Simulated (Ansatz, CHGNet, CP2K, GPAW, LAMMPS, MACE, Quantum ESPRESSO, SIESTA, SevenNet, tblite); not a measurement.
## Running amorphous 35Lu2O3-65HfO2 (mol %) (63 atoms) with tblite

How near does tblite come to plane waves for amorphous 35Lu2O3-65HfO2 (mol %) (63 atoms)?

Main program and level: tblite 0.8.0; the method is named at each step.

### 1. Set-up

The cell holds 63 atoms: 12 Lu, 11 Hf and 40 O. Cell: a = 9.589 Å, b = 9.589 Å, c = 9.589 Å, α = 90.0°, β = 90.0°, γ = 90.0°. 63 atoms (12 Er, 11 Zr, 40 O) placed at random at 6.84 g/cm³, melted at 5000 K for 10 ps at fixed volume with the Morse and Coulomb pair potential with partial charges (Pedone, Malavasi, Menziani, Cormack and Segre, J. Phys. Chem. B 110, 11780 (2006)). Quenched from 5000 K to 300 K at 10 K/ps and fixed volume, held 10 ps at zero pressure, then minimised at fixed cell. Then Er was replaced by Lu, Zr was replaced by Hf and the cell scaled by 1.003 (the potential has no terms for the new elements, so the cell is a start for a DFT relaxation).

The yardstick, on the same geometry:

| Property | Result |
| --- | --- |
| method | Kohn-Sham DFT, PBE, PAW, plane waves (Ansatz 0.2.0); cutoff 420 eV, Γ point, fermi-dirac smearing of 0.05 eV; PAW set soft_2 |
| r.m.s. force component | 0.3687 eV/Å |
| longest force | 1.432 eV/Å |
| pressure | -6.964 GPa |
| gap (highest filled to lowest empty level) | 3.333 eV |
| SCF cycles | 12 |
| time | 27 s on 4 threads of Arm Neoverse V1, shared host |
| CPU time | 1.7 min |

### 2. GFN1-xTB

Method: GFN1-xTB tight binding, diagonalisation.

The input, run.py:

```python
import numpy as np
from ase.io import read
from tblite.ase import TBLite

atoms = read("structure.xyz")
atoms.calc = TBLite(method="GFN1-xTB", electronic_temperature=580, accuracy=1.0, max_iterations=250, mixer_damping=0.4, verbosity=1)
energy = atoms.get_potential_energy()
forces = atoms.get_forces()
print(f"energy {energy:.6f} eV")
print("forces (eV/A)")
for i, (a, f) in enumerate(zip(atoms, forces)):
    print(f"{i:4d} {a.symbol:2s} {f[0]:10.5f} {f[1]:10.5f} {f[2]:10.5f}")
stress = -atoms.get_stress(voigt=False) * 160.21766
print("stress (GPa, compression positive)")
for row in stress:
    print(" ".join(f"{x:10.4f}" for x in row))
print("charges (e)")
print(np.array2string(atoms.get_charges(), precision=4, suppress_small=True, max_line_width=110, threshold=100000))
```

The input, structure.xyz:

```xyz
63
Lattice="9.58924 0.00000 0.00000 0.00000 9.58924 0.00000 0.00000 0.00000 9.58924" Properties=species:S:1:pos:R:3 pbc="T T T"
Lu 3.10548 3.22007 2.46693
Lu 9.11112 6.25871 8.32346
Lu 1.88390 3.13252 8.76083
Lu 2.89787 7.79145 7.28495
Lu 0.77232 4.35217 5.16745
Lu 9.03124 1.26252 4.15387
Lu 6.22802 3.14709 4.41393
Lu 3.93725 0.48617 0.10069
Lu 7.43751 6.75006 5.39615
Lu 6.03844 7.30355 8.85135
Lu 9.00238 4.50905 2.20620
Lu 2.93594 5.85049 0.52942
Hf 8.93612 9.42239 6.93734
Hf 5.54306 1.26540 7.10275
Hf 5.33354 9.58023 3.26533
Hf 2.30871 7.30345 3.91711
Hf 5.34562 6.08725 2.92942
Hf 7.39848 1.11379 0.94809
Hf 2.66504 1.55221 5.54335
Hf 0.77280 8.96738 0.44926
Hf 8.80494 7.74485 2.87380
Hf 5.94322 3.99967 0.28624
Hf 4.05634 4.70784 6.20548
O 0.75736 8.25653 7.93625
O 5.16841 6.10595 0.87502
O 5.92653 1.86664 9.16319
O 1.33914 4.02988 1.31958
O 9.10527 8.57460 4.89636
O 3.86485 3.72283 0.15563
O 5.54296 4.01789 2.39664
O 4.24976 7.84429 3.34425
O 1.31699 8.27772 2.41649
O 1.76394 1.16404 0.19869
O 3.46862 1.40521 7.51470
O 4.99714 8.97639 7.88168
O 3.89688 3.32334 4.59411
O 8.61162 0.38223 8.98512
O 6.82226 8.19113 3.75572
O 7.80392 3.14565 0.95029
O 2.31072 3.53133 6.56383
O 4.38200 6.10020 7.72135
O 5.55322 3.31049 6.68217
O 4.02940 1.20402 2.21042
O 8.92912 5.48715 6.29793
O 7.39944 1.02499 6.18774
O 2.48572 8.95376 5.30793
O 7.48488 6.01907 2.81530
O 0.46939 6.13146 3.64171
O 1.50302 5.40008 8.54823
O 5.99577 9.13087 1.13978
O 8.88549 0.13137 2.04759
O 4.79184 0.88796 5.12085
O 8.48389 3.45577 4.14150
O 5.58458 5.56790 4.94220
O 3.20300 5.61786 2.80006
O 6.83550 1.41950 3.04104
[... 3 atom lines left out ...]
O 9.09117 7.26673 0.79418
O 1.49103 2.33853 3.93437
O 7.18493 5.33373 8.89910
O 7.62114 7.81705 7.32791
```

Command:

```sh
OMP_NUM_THREADS=1 python run.py > output.txt
```

The program printed:

```text
------------------------------------------------------------
  cycle        total energy    energy error   density error
------------------------------------------------------------
      1     -172.7509373692  -1.7262496E+02   1.3674762E+00
      2     -130.8321519193   4.1918785E+01   3.6874045E+00
      3     -188.6238133026  -5.7791661E+01   9.9890374E-01
      4     -206.1509494865  -1.7527136E+01   5.7148327E-01
      5     -205.0447254417   1.1062240E+00   5.9542843E-01
      6     -208.3685836049  -3.3238582E+00   4.5810346E-01
      7     -211.1829554959  -2.8143719E+00   3.0470315E-01
      8     -212.0870471427  -9.0409165E-01   2.4601793E-01
      9     -212.4083492568  -3.2130211E-01   2.0077273E-01
     10     -208.2861589209   4.1221903E+00   4.3783468E-01
     11     -211.2767906057  -2.9906317E+00   2.9374543E-01
     12     -213.3225064866  -2.0457159E+00   1.0079171E-01
     13     -213.5197536526  -1.9724717E-01   4.6740707E-02
     14     -213.5068830301   1.2870623E-02   4.1924092E-02
     15     -213.4765495855   3.0333445E-02   5.6195507E-02
     16     -213.5032574742  -2.6707889E-02   4.7995439E-02
     17     -213.5321131490  -2.8855675E-02   3.4106828E-02
     18     -213.5569408193  -2.4827670E-02   1.5934087E-02
     19     -213.5586974943  -1.7566750E-03   1.4131747E-02
     20     -213.5588087150  -1.1122069E-04   1.4031825E-02
     21     -213.5611442682  -2.3355532E-03   1.0955420E-02
     22     -213.5624987857  -1.3545174E-03   8.6588417E-03
     23     -213.5632243352  -7.2554953E-04   7.1830282E-03
     24     -213.5633373023  -1.1296709E-04   6.8889644E-03
     25     -213.5638426930  -5.0539071E-04   5.3019298E-03
     26     -213.5644398159  -5.9712288E-04   1.9397779E-03
     27     -213.5645128791  -7.3063223E-05   6.2139503E-04
     28     -213.5645146396  -1.7605264E-06   5.3463731E-04
     29     -213.5645178513  -3.2116701E-06   3.6566560E-04
     30     -213.5645202903  -2.4389716E-06   1.0640987E-04
     31     -213.5645202956  -5.3613576E-09   1.0240596E-04
     32     -213.5645204869  -1.9125991E-07   3.7258523E-05
     33     -213.5645205088  -2.1925729E-08   1.3921060E-05
------------------------------------------------------------
 total:                                   3.003 sec
energy -5811.386609 eV
forces (eV/A)
   0 Lu    0.06006   -0.24339    0.44939
   1 Lu   -0.19110    0.22182   -0.09522
   2 Lu    0.30369   -0.42491   -0.53570
   3 Lu   -0.20017    0.00269   -0.55563
   4 Lu    0.50486    0.34527    0.06735
   5 Lu    0.10453   -1.15583    0.29906
   6 Lu   -0.21955   -0.09830    0.45553
   7 Lu   -0.26277    0.34705    0.22788
   8 Lu    0.23937    0.53818   -0.51471
   9 Lu    0.36181   -0.13432    0.69939
  10 Lu   -0.45063    0.52285   -0.56660
  11 Lu    0.33962   -0.11242    0.26803
  12 Hf    0.06069    0.56894    0.00206
  13 Hf    0.60632    0.03567   -0.50892
  14 Hf   -0.57227    0.23289    0.09694
  15 Hf    0.21916    0.82549   -0.49982
  16 Hf   -0.13603    0.48679   -0.28107
  17 Hf    0.31481   -0.10000   -0.18946
  18 Hf    0.29199   -0.48838    0.10672
  19 Hf    0.24639    0.36399    0.02403
  20 Hf   -0.00253   -0.36534   -0.47388
  21 Hf    0.22465    0.01746   -0.06954
  22 Hf    0.46994   -0.23431    0.59064
  23 O    -0.05024   -0.00102   -0.38535
[...]
55 O    -0.10385   -0.08964    0.36903
  56 O    -0.13009    0.04808    0.45661
  57 O     0.17581   -0.06024    0.11643
  58 O    -0.35025    0.01338   -0.14424
  59 O    -0.30530   -0.35858    0.03301
  60 O     0.04185   -0.08751   -0.16351
  61 O    -0.33007   -0.74088    0.39887
  62 O    -0.27879   -0.07678   -0.20228
stress (GPa, compression positive)
    3.2484    -0.7438     0.9007
   -0.7438     2.3256    -0.4910
    0.9007    -0.4910     2.5644
charges (e)
[ 0.8534  0.8395  0.8519  0.8566  0.8448  0.8586  0.8627  0.8528  0.8372  0.8581  0.8395  0.8464  1.1058
  1.0957  1.1011  1.0972  1.1136  1.0877  1.1037  1.0909  1.0929  1.084   1.1109 -0.5507 -0.551  -0.5564
 -0.5514 -0.5696 -0.5662 -0.5469 -0.5469 -0.5523 -0.5549 -0.5601 -0.5636 -0.559  -0.5583 -0.5653 -0.549
 -0.535  -0.5585 -0.5646 -0.5613 -0.5442 -0.5702 -0.5579 -0.5597 -0.5566 -0.5541 -0.5636 -0.5522 -0.5508
 -0.5529 -0.5623 -0.5598 -0.5585 -0.5604 -0.5598 -0.5599 -0.5747 -0.5543 -0.5496 -0.5626]
```

Wall time 3.5 s (1 thread of Arm Neoverse V1, shared host); peak memory 0.13 GiB.

Banners, paths, timers and routine set-up lines are dropped from the logs unmarked, and long logs keep their key lines alone; longer cuts are marked.

Numbers from this run, and their distance from the reference:

```yaml
r_m_s_force_component: 0.3 eV/Å
r_m_s_difference_of_force_components: 393.4 meV/Å
longest_difference_of_force_vectors: 1423 meV/Å
force_difference_over_r_m_s_force: 106.7 %
slope_of_forces_against_the_reference_s: 0.2619
correlation_of_force_components: 0.3219
pressure: 2.713 GPa
pressure_difference: 9.677 GPa
```

Length of the force difference by element (eV/Å):

```tsv
element	atoms	mean	most
Hf	11	0.42	0.84
Lu	12	0.85	1.4
O	40	0.60	1.3
```

A closer look about Lu6, which bears the longest force: 9 atoms, nearest first, numbered in the order of the input, with positions taken from that point.

```tsv
atom	x	y	z	distance (Å)	bonds	Mulliken charge (e)	Fx	Fy	Fz (eV/Å)
Lu6	0.00	0.00	0.00	0.00	7	0.86	0.10	-1.16	0.30
O53	-0.55	2.19	-0.01	2.26	4	-0.55	-0.06	0.15	0.25
O61	2.05	1.08	-0.22	2.32	4	-0.55	0.04	-0.09	-0.16
O51	-0.15	-1.13	-2.11	2.40	4	-0.55	-0.01	0.30	0.16
O28	0.07	-2.28	0.74	2.40	4	-0.57	0.15	0.13	0.09
O57	1.20	0.03	2.09	2.41	3	-0.56	-0.13	0.05	0.46
O56	-2.20	0.16	-1.11	2.47	4	-0.56	-0.10	-0.09	0.37
O45	-1.63	-0.24	2.03	2.62	3	-0.57	-0.31	0.07	0.38
Hf13	-0.10	-1.43	2.78	3.13	6	1.11	0.06	0.57	0.00
```

Atoms are counted from 1 here, from 0 in the log.

Forces lie 107 % from the reference's, at 0.034 times its CPU time (on 1 against 4 cores).

### 3. Summary of results

| Quantity | Value |
| --- | --- |
| force difference from the reference | tblite GFN1-xTB, 107 % |
| its CPU time | 3.5 s |

In words: Tight binding differs by 107 % (tblite GFN1-xTB); it is another model, with fitted parameters of its own, and the xTB methods hold dispersion. One electronic-structure run takes under half the reference's CPU time: tblite GFN1-xTB, at 107 % in 3.5 s against 1.7 min, too far off to be of use; its pressure misses by +9.7 GPa. Periodic xTB results under one method name differ between programs and library versions. The quench rate of 10 K/ps is many orders above laboratory rates, so the cell is likely richer in defects and strain than a real sample. The network of bonds at the start is that of the classical potential that made the cell, and needn't be the one that DFT or experiment would give. The reference's pressure of -7.0 GPa belongs to a cell and atoms that aren't relaxed at this level. The electronic-structure runs sample only Γ, in a cell whose shortest periodic width is 10 Å. Spin–orbit coupling is left out, which matters for the levels of the heavy elements.

[Also dropped from logs without a mark: logging warnings of Python, and SIESTA's first energy breakdown and zero terms.]

[Logs are printed without paths, hosts, clocks, repeated set-up lines and the standing remarks that a program may print on its own settings, such as how far it seeks lower states.]

[Hosts, paths, dates, database ids (printed as entryN), source tags and the programs' standing remarks are cut or masked in the printed files.]
